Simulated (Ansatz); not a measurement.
## TePb (Fm-3m) at temperature and pressure

Wanted: expansion, heat capacity and stiffness of TePb along isobars.

Program: Ansatz 0.2.0. Level of theory: DFT RPBE, scalar-relativistic, plane waves, PAW. Results are calculated unless marked as measured.

This is a report of a sequence of runs, with most program output left out.

**1. The structure**

It takes space group Fm-3m (No. 225, cubic). The conventional cell has a = 6.462 Å, b = 6.462 Å, c = 6.462 Å, α = 90.00°, β = 90.00°, γ = 90.00°. Nearest to Te lie 6 Pb at 3.23 Å. Nearest to Pb lie 6 Te at 3.23 Å. Farther neighbours and most contacts between anions are not listed.

**2. Probe on a coarse mesh**

Before spending time, one coarse run tells the gap and the pressure of the starting cell.

Input file input.yaml:

```yaml
crystal:
  lattice:
    - [0.0, 3.231, 3.231]
    - [3.231, 0.0, 3.231]
    - [3.231, 3.231, 0.0]
  atoms:
    - { symbol: Te, position: [0.5, 0.5, 0.5] }
    - { symbol: Pb, position: [0.0, 0.0, 0.0] }
kpoints:
  mp_grid: { grid: [6, 6, 6] }
hamiltonian:
  xc: rpbe
scf:
  occupations: { method: gaussian, width: 0.1 }
output:
  forces: true
  stress: true
  eigenvalues: true
```

The run is started by

```sh
ansatz run input.yaml --threads 4 --pin off --max-ram 8192MiB --backend cpu --events-out ev --progress --plain --runs-dir out
```

Wall time 0.51 s (4 threads of Arm Neoverse V2, shared host); peak memory 0.34 GiB; 1.5 s of CPU time.

Numbers from this step:

* pressure: 3.672 GPa
* gap on the k-mesh: 0.7943 eV
* volume per atom: 33.73 Å³

The start is under 3.7 GPa at this level and looks like an insulator or semiconductor on this mesh.

**3. Finding the static equilibrium**

Phonons are second derivatives about a minimum, so cell and atoms are relaxed first, inside the symmetry of the start.

input.yaml, the sections that differ from step 2:

```yaml
kpoints:
  mp_grid: { grid: [8, 8, 8] }
scf:
  occupations: { method: gaussian, width: 0.02 }
relax:
  adjacent_minimum: "off"
  f_tol: 0.005
  max_steps: 80
  cell: { stress_tol: 0.05 }
# crystal, hamiltonian, output: as in step 2
```

Run time: 3.2 s. Hardware: 4 threads; peak memory 0.4 GiB.

Step by step:

```csv
step,energy less that of the first step (eV),largest force component (eV/Å),pressure (GPa),volume (Å³)
1,0.0000,0.0000,3.66,67.46
2,-0.0619,0.0000,-0.62,75.12
3,-0.0648,0.0000,-0.09,73.91
4,-0.0649,0.0000,0.00,73.69
5*,-0.0656,0.0000,0.00,73.69
```

Relaxation steps marked * repeat the geometry before them on a plane-wave basis chosen anew for their cell, so energy and pressure can jump there.

The run keeps the 48 symmetry operations that it works with, so distortions that break them were not tested.

```csv
"conventional cell, symmetrised",before,after,change
a (Å),6.462,6.655,+3.0 %
b (Å),6.462,6.655,+3.0 %
c (Å),6.462,6.655,+3.0 %
volume (Å³/atom),33.73,36.85,+9.2 %
```

Final coordinates:

```
Te Pb
1.0
     0.00000    3.32759    3.32759
     3.32759    0.00000    3.32759
     3.32759    3.32759    0.00000
Te Pb
1 1
Cartesian
  3.3276 3.3276 3.3276
  0.0000 0.0000 0.0000
```

Numbers from this step:

```
pressure          : -7.08e-4 GPa
gap on the k-mesh : 0.9655 eV
volume per atom   : 36.85 Å³
```

The relaxation ends with a pressure of 0.00 GPa.

**4. A second relaxation**

The relaxation is run once more from where the first one ended, as the script does after a large change of volume or of the gap, with mesh and occupations reviewed.

input.yaml, the sections that differ from step 3:

```yaml
crystal:
  lattice:
    - [0.0, 3.3275889216, 3.3275889216]
    - [3.3275889216, 0.0, 3.3275889216]
    - [3.3275889216, 3.3275889216, 0.0]
  atoms:
    - { symbol: Te, position: [0.5, 0.5, 0.5] }
    - { symbol: Pb, position: [0.0, 0.0, 0.0] }
output:
  forces: true
  stress: true
  eigenvalues: true
  write_density: true
  write_potential: true
  elf: true
  volumetric_format: npy
# kpoints, hamiltonian, scf, relax: as in step 3
```

It took 1.7 s on 4 threads; peak memory 0.39 GiB.

Little changed from the start: no atom moved by 0.005 Å and no cell edge by 0.1 %.

This step gave:

```yaml
pressure: -7.00e-4 GPa
```

Valence density in the ac plane of the conventional cell at fractional y = 0.000, with atoms of Te and Pb within 0.2 Å of it. It is the smooth field of the valence electrons, not physical close to the nuclei.

Ten steps, logarithmic in the rise over the least value, from '_' (0 e/Å³) to '@' (15 e/Å³), each cell a mean:
```
%%##==::....::==%%@@@@**--::....--**%%
**++--..__..::--++##**==::..__..::==**
----..______..::------::..______..::--
....__________....::::..__________....
....____________......______________..
::....__________........__________..::
----::..______..------::..______..::--
**++--::..__..--++****==::..__..::==**
@@##==::....::==##%%##**--....::--**@@
@@%%++::....::++##%%%%**--....::--##@@
%%**==::....::==**####++--......--++%%
++==::..____..::==++==--..____..::--==
::::..________..::::::..________..::::
....____________......____________....
....____________........____________..
::::..________..::::::::..________..::
++==::..____..::==++==--::..____..--==
##**==::....::==**%%##++--......--++##
%%##++::....::++%%@@@@**--::....--**%%
```
Columns run along a (6.7 Å), rows up along c (6.7 Å), edges of the conventional cell, whose origin can differ from the input's. Atoms in or near the plane, at fractional coordinates: Te at (0.50, 0.00), Te at (0.00, 0.50), Pb at (0.00, 0.00), Pb at (0.50, 0.50).

ELF in the ac plane of the conventional cell at fractional y = 0.000, with atoms of Te and Pb within 0.2 Å of it. It is the smooth field of the valence electrons, not physical close to the nuclei.

Ten even steps from '0' (0.01) to '9' (0.65), each cell a mean:
```
0265479620048954540
3564379854479943564
6543259988899732455
4331126899997411234
5542112455543101345
9985211334432114799
8899523456553237998
4689634654465349974
0279745620145459840
1169745510046459840
1479734631255359852
6799623565664348986
9997312345543126999
8763101234432112577
4321013677765211234
5432137999999521345
5653269976789843466
1464379741268953552
0155489611048954630
```
Columns run along a (6.7 Å), rows up along c (6.7 Å), edges of the conventional cell, whose origin can differ from the input's. Atoms in or near the plane, at fractional coordinates: Te at (0.50, 0.00), Te at (0.00, 0.50), Pb at (0.00, 0.00), Pb at (0.50, 0.50).

Electrostatic potential energy in the ac plane of the conventional cell at fractional y = 0.000, with atoms of Te and Pb within 0.2 Å of it. With pseudopotentials it is smooth inside the atoms' cores, unlike the true potential.

Ten even steps from '0' (-33 eV) to '9' (34 eV), each cell a mean:
```
1014665389953565301
0035665346534665410
2356666543345666543
5566666655566666655
6666666666666666666
5666666655566666665
3456666532345666543
6435665300014666435
9735664101103565359
9834664002102565369
8635665100003565448
3346665410135666533
4566666554456666655
6666666666666666666
6666666666666666666
4556666654556666654
0145666433335666531
0015665368744665300
2004664389963565201
```
Columns run along a (6.7 Å; values clipped at the 3rd and 97th percentile), rows up along c (6.7 Å), edges of the conventional cell, whose origin can differ from the input's. Atoms in or near the plane, at fractional coordinates: Te at (0.50, 0.00), Te at (0.00, 0.50), Pb at (0.00, 0.00), Pb at (0.50, 0.50).

**5. Relaxing to small residual forces and stress**

The thresholds are tightened for a last relaxation ahead of the phonons, and where mesh or smearing change with them the cell follows.

input.yaml, the sections that differ from step 4:

```yaml
scf:
  occupations: { method: fixed }
output:
  forces: true
  stress: true
  eigenvalues: true
relax:
  adjacent_minimum: "off"
  f_tol: 0.001
  max_steps: 60
  cell: { stress_tol: 0.01 }
# crystal, kpoints, hamiltonian: as in step 4
```

Elapsed: 1.6 s, on 4 threads; peak memory 0.39 GiB; 5.3 s of CPU time.

Little changed from the start: no atom moved by 0.005 Å and no cell edge by 0.1 %.

Numbers from this step:

```yaml
pressure: -7.03e-4 GPa
```

The residual pressure is -7.0e-4 GPa, small enough for phonons.

**6. A faulty attempt**

This input was changed on purpose, to see how the program answers.

input.yaml, the sections that differ from step 5:

```yaml
scf:
  occupations: { method: fixed }
  max_iter: 50
output:
  eigenvalues: true
phonons:
  method: dfpt
  qmesh: [4, 4, 4]
  thermal_expansion: { pressure: "5 eV" }
# crystal, kpoints, hamiltonian: as in step 5
# relax: removed
```

Wall time 0.02 s (4 threads); peak memory 0.022 GiB.

The input was rejected at the start.

The program's message: “Error: YAML parse error: error: line 21 column 34: expected [pressure], got [energy] (`eV`)
  --> <input>:21:34
   |
19 |   method: dfpt
20 |   qmesh: [4, 4, 4]
21 |   thermal_expansion: { pressure: " …”

The fault put into the input: a pressure in the wrong unit.

**7. Relaxation under pressure, pressure 5 GPa**

The study at pressure needs a start near its own equilibrium, so the cell is first relaxed to that pressure.

input.yaml, the sections that differ from step 6:

```yaml
scf:
  occupations: { method: fixed }
output:
  forces: true
  stress: true
  eigenvalues: true
relax:
  adjacent_minimum: "off"
  f_tol: 0.001
  max_steps: 60
  cell: { stress_tol: 0.05, p_target: 5.0 }
# crystal, kpoints, hamiltonian: as in step 6
# phonons: removed
```

Wall time 3.4 s (4 threads); peak memory 0.39 GiB.

The steps of the relaxation:

```csv
step,energy less that of the first step (eV),largest force component (eV/Å),pressure (GPa),volume (Å³)
1,0.0000,0.0000,0.00,73.69
2,0.1982,0.0000,7.16,63.43
3,0.0970,0.0000,4.64,66.21
4,0.1095,0.0000,4.98,65.79
5*,0.1104,0.0000,4.97,65.79
```

Relaxation steps marked * repeat the geometry before them on a plane-wave basis chosen anew for their cell, so energy and pressure can jump there.

Forces are held to the 48 operations that the run works with; a distortion that breaks them can't arise in this run.

```csv
"conventional cell, symmetrised",before,after,change
a (Å),6.655,6.408,-3.7 %
b (Å),6.655,6.408,-3.7 %
c (Å),6.655,6.408,-3.7 %
volume (Å³/atom),36.85,32.90,-10.7 %
```

The relaxed structure:

```xyz
2
Lattice="0.0000 3.2042 3.2042 3.2042 0.0000 3.2042 3.2042 3.2042 0.0000" Properties=species:S:1:pos:R:3 pbc="T T T"
Te    3.2042    3.2042    3.2042
Pb    0.0000    0.0000    0.0000
```

Numbers from this step:

```yaml
pressure: 4.974 GPa
gap_on_the_k_mesh: 0.7365 eV
volume_per_atom: 32.90 Å³
```

**8. Phonons on strained cells**

Thermal expansion follows from how the free energy of the vibrations (and of the electrons in a metal) changes with strain, so the program makes strained cells, their phonons and a fit in one run.

Input file input.yaml:

```yaml
crystal:
  lattice:
    - [0.0, 3.204202059, 3.204202059]
    - [3.204202059, 0.0, 3.204202059]
    - [3.204202059, 3.204202059, 0.0]
  atoms:
    - { symbol: Te, position: [0.5, 0.5, 0.5] }
    - { symbol: Pb, position: [0.0, 0.0, 0.0] }
kpoints:
  mp_grid: { grid: [8, 8, 8] }
hamiltonian:
  xc: rpbe
scf:
  occupations: { method: fixed }
output:
  eigenvalues: true
phonons:
  method: dfpt
  qmesh: [4, 4, 4]
  temperatures: { t_max: 800.0, t_step: 50 }
  thermal_expansion: { pressure: 5.0 }
```

Run time: 20 min. Hardware: 4 threads; peak memory 2 GiB; 77 min of CPU time.

This step gave:

* pressure: 4.973 GPa
* gap on the k-mesh: 0.7366 eV
* volume expansion coefficient at 298 K: 41.27 1e-6/K
* C_P at 298 K: 25.16 J/mol-atom/K
* entropy at 298 K: 53.29 J/mol-atom/K
* isothermal bulk modulus at 298 K: 50.76 GPa
* Grüneisen parameter at 298 K: 1.703
* volume at 298 K: 33.27 Å³/atom
* principal linear expansion coefficients at 298 K: 13.76, 13.76, 13.76 1e-6/K

Strained cells of the study; zero-point energy where phonons were solved; the pressures are stresses at a fixed cutoff and can carry an offset from the finite basis. Expansion cells, by row:

```csv
cell,|a| (Å),|b| (Å),|c| (Å),V (Å³/atom),E - E_lowest (meV/atom),"pressure, compression positive (GPa)",gap (eV),zero-point energy (meV/atom)
1,4.531,4.531,4.531,32.9,46.01,4.968,0.7366,-
2,4.568,4.568,4.568,33.69,24.5,3.711,0.7924,-
3,4.495,4.495,4.495,32.12,73.42,6.353,0.6767,-
4,4.531,4.531,4.531,32.89,46.3,4.984,0.7359,13.95
5,4.554,4.554,4.554,33.38,32.12,4.182,0.7713,13.56
6,4.576,4.576,4.576,33.87,20.56,3.454,0.804,13.17
7,4.598,4.598,4.598,34.37,10.84,2.757,0.8358,12.78
8,4.486,4.486,4.486,31.92,81.68,6.741,0.6602,-
9,4.508,4.508,4.508,32.4,62.79,5.836,0.6988,-
10,4.632,4.632,4.632,35.14,0,1.789,0.8806,-
```

Quasi-harmonic; a, b, c are the run's own cell vectors. Expansion, by row:

```csv
T (K),a (Å),b (Å),c (Å),alpha (deg),beta (deg),gamma (deg),cell volume (Å³/cell),alpha_a (1e-6/K),alpha_b (1e-6/K),alpha_c (1e-6/K),alpha_V (1e-6/K),C_P (J/mol-atom/K),C_V (J/mol-atom/K),S (J/mol-atom/K),B_T (GPa),B_S (GPa),Grueneisen,extrapolation,fit error (1e-6/K)
0,4.534,4.534,4.534,60,60,60,65.92,0,0,0,0,0,0,0,54.86,54.86,-,0,0
50,4.535,4.535,4.535,60,60,60,65.95,7.77,7.77,7.77,23.3,17.03,17,12.89,54.53,54.62,1.484,0,0.01
100,4.537,4.537,4.537,60,60,60,66.04,11.3,11.3,11.3,33.9,22.56,22.44,26.88,53.84,54.13,1.617,0,0.01
150,4.54,4.54,4.54,60,60,60,66.16,12.37,12.37,12.37,37.12,24,23.78,36.35,53.1,53.58,1.651,0,0.01
200,4.543,4.543,4.543,60,60,60,66.29,12.95,12.95,12.95,38.85,24.6,24.28,43.35,52.33,53.01,1.671,0,0.01
250,4.546,4.546,4.546,60,60,60,66.42,13.38,13.38,13.38,40.15,24.93,24.52,48.88,51.54,52.42,1.688,0,0.01
298.1,4.549,4.549,4.549,60,60,60,66.55,13.76,13.76,13.76,41.27,25.16,24.65,53.29,50.76,51.83,1.703,0,0.01
300,4.549,4.549,4.549,60,60,60,66.56,13.77,13.77,13.77,41.31,25.17,24.65,53.45,50.73,51.8,1.704,0,0.01
350,4.552,4.552,4.552,60,60,60,66.69,14.15,14.15,14.15,42.44,25.36,24.73,57.34,49.9,51.17,1.72,0,0.02
400,4.555,4.555,4.555,60,60,60,66.84,14.53,14.53,14.53,43.58,25.53,24.78,60.74,49.04,50.53,1.736,0,0.02
450,4.559,4.559,4.559,60,60,60,66.99,14.92,14.92,14.92,44.76,25.69,24.82,63.75,48.16,49.86,1.752,0,0.02
500,4.562,4.562,4.562,60,60,60,67.14,15.34,15.34,15.34,46.01,25.85,24.84,66.47,47.26,49.18,1.77,0,0.02
550,4.566,4.566,4.566,60,60,60,67.29,15.78,15.78,15.78,47.34,26.02,24.86,68.94,46.32,48.48,1.788,0,0.03
600,4.569,4.569,4.569,60,60,60,67.46,16.25,16.25,16.25,48.76,26.19,24.87,71.21,45.36,47.76,1.806,0,0.05
650,4.573,4.573,4.573,60,60,60,67.62,16.76,16.76,16.76,50.29,26.37,24.88,73.31,44.37,47.02,1.826,0,0.05
700,4.577,4.577,4.577,60,60,60,67.8,17.32,17.32,17.32,51.95,26.57,24.89,75.28,43.35,46.26,1.847,0,0.05
750,4.581,4.581,4.581,60,60,60,67.98,17.92,17.92,17.92,53.75,26.78,24.9,77.12,42.3,45.48,1.869,0,0.04
800,4.585,4.585,4.585,60,60,60,68.16,18.57,18.57,18.57,55.71,27.01,24.91,78.85,41.21,44.68,1.891,0,0.08
```

The expansion coefficient by temperature; values in 1e-6/K:

```csv
temperature (K),volume,principal 1
0,0,0
50,23.3,7.77
100,33.9,11.3
150,37.1,12.4
200,38.9,12.9
250,40.1,13.4
298,41.3,13.8
300,41.3,13.8
350,42.4,14.2
400,43.6,14.5
450,44.8,14.9
500,46.0,15.3
550,47.3,15.8
600,48.8,16.2
650,50.3,16.8
700,52.0,17.3
750,53.8,17.9
800,55.7,18.6
```

At 298 K the volume expansion is 41.3 × 10⁻⁶/K and B_T is 50.8 GPa. The program raised the cutoff to 487.2 eV by itself: with no cutoff typed, the study takes about 1.16 times the default for its relaxations and scales it with the volume for the phonons.

**9. Relaxation under pressure, pressure 20 GPa**

Input file input.yaml:

```yaml
crystal:
  lattice:
    - [0.0, 3.3275889216, 3.3275889216]
    - [3.3275889216, 0.0, 3.3275889216]
    - [3.3275889216, 3.3275889216, 0.0]
  atoms:
    - { symbol: Te, position: [0.5, 0.5, 0.5] }
    - { symbol: Pb, position: [0.0, 0.0, 0.0] }
kpoints:
  mp_grid: { grid: [8, 8, 8] }
hamiltonian:
  xc: rpbe
scf:
  occupations: { method: fixed }
output:
  forces: true
  stress: true
  eigenvalues: true
relax:
  adjacent_minimum: "off"
  f_tol: 0.001
  max_steps: 60
  cell: { stress_tol: 0.05, p_target: 20.0 }
```

Elapsed: 3.8 s, on 4 threads; peak memory 0.4 GiB; 13 s of CPU time.

Relaxation path:

```csv
step,energy less that of the first step (eV),largest force component (eV/Å),pressure (GPa),volume (Å³)
1,0.0000,0.0000,0.00,73.69
2,0.1982,0.0000,7.16,63.43
3,0.9616,0.0000,21.02,54.17
4,0.8867,0.0000,19.79,54.76
5,0.8992,0.0000,20.00,54.66
6*,0.9008,0.0000,19.98,54.66
```

Relaxation steps marked * repeat the geometry before them on a plane-wave basis chosen anew for their cell, so energy and pressure can jump there.

The run keeps the 48 symmetry operations that it works with, so distortions that break them were not tested.

```csv
"conventional cell, symmetrised",before,after,change
a (Å),6.655,6.024,-9.5 %
b (Å),6.655,6.024,-9.5 %
c (Å),6.655,6.024,-9.5 %
volume (Å³/atom),36.85,27.33,-25.8 %
```

The relaxed structure:

```xyz
2
Lattice="0.0000 3.0122 3.0122 3.0122 0.0000 3.0122 3.0122 3.0122 0.0000" Properties=species:S:1:pos:R:3 pbc="T T T"
Te    3.0122    3.0122    3.0122
Pb    0.0000    0.0000    0.0000
```

Numbers from this step:

```
pressure          : 19.98 GPa
gap on the k-mesh : 0.1700 eV
volume per atom   : 27.33 Å³
```

The cell shrank by 25.8 % in volume.

**10. The quasi-harmonic study, pressure 20 GPa**

The study relaxes the crystal at several strains, solves the phonons on some of them and minimises the free energy at each temperature (static energy, vibrations, the electrons in a metal, and PV under a set pressure); the q-mesh sets how far the force constants reach.

Input file input.yaml:

```yaml
crystal:
  lattice:
    - [0.0, 3.0121504344, 3.0121504344]
    - [3.0121504344, 0.0, 3.0121504344]
    - [3.0121504344, 3.0121504344, 0.0]
  atoms:
    - { symbol: Te, position: [0.5, 0.5, 0.5] }
    - { symbol: Pb, position: [0.0, 0.0, 0.0] }
kpoints:
  mp_grid: { grid: [8, 8, 8] }
hamiltonian:
  xc: rpbe
scf:
  occupations: { method: fixed }
output:
  eigenvalues: true
phonons:
  method: dfpt
  qmesh: [4, 4, 4]
  temperatures: { t_max: 800.0, t_step: 50 }
  thermal_expansion: { pressure: 20.0 }
```

It took 4.5 min on 4 threads; peak memory 1.8 GiB.

The run ended with an error.

The program's message: “vibrations stand at or below zero in cell 4 (0.516 modes a cell, the lowest at -33.4 cm⁻¹): the crystal is at no minimum there, or its k-points are too few: type the crystal that it becomes, another p …”

**11. What came out**

```
settings of these figures                        : RPBE, 487.2 eV, k 8×8×8, q 4×4×4, 5 GPa
volume expansion coefficient at 298 K            : 41.27 1e-6/K
C_P at 298 K                                     : 25.16 J/mol-atom/K
entropy at 298 K                                 : 53.29 J/mol-atom/K
isothermal bulk modulus at 298 K                 : 50.76 GPa
Grüneisen parameter at 298 K                     : 1.703
volume at 298 K                                  : 33.27 Å³/atom
principal linear expansion coefficients at 298 K : 13.76, 13.76, 13.76 1e-6/K
```

What this shows: Near room temperature and at 5 GPa TePb expands by 41.3 × 10⁻⁶/K in volume by RPBE, with C_P = 25.2 J/(mol K) per mole of atoms and B_T = 50.8 GPa. C_P at room temperature is 101 % of the classical 3R an atom; C_V is 99 %, and the rest is expansion work. The study on the 4×4×4 q-mesh at 20 GPa stopped because modes went imaginary in one of its cells, a sign that the phase is near an instability or that the meshes are too coarse for it. The PAW files were made for PBE and are used here under another functional, for which the program regenerates the frozen cores.

[Logs are printed without paths, hosts, clocks, repeated set-up lines and the standing remarks that a program may print on its own settings, such as how far it seeks lower states.]

[Hosts, paths, dates, database ids (printed as entryN), source tags and the programs' standing remarks are cut or masked in the printed files.]

[A step with changed settings may run another functional than the one named; its input shows which.]
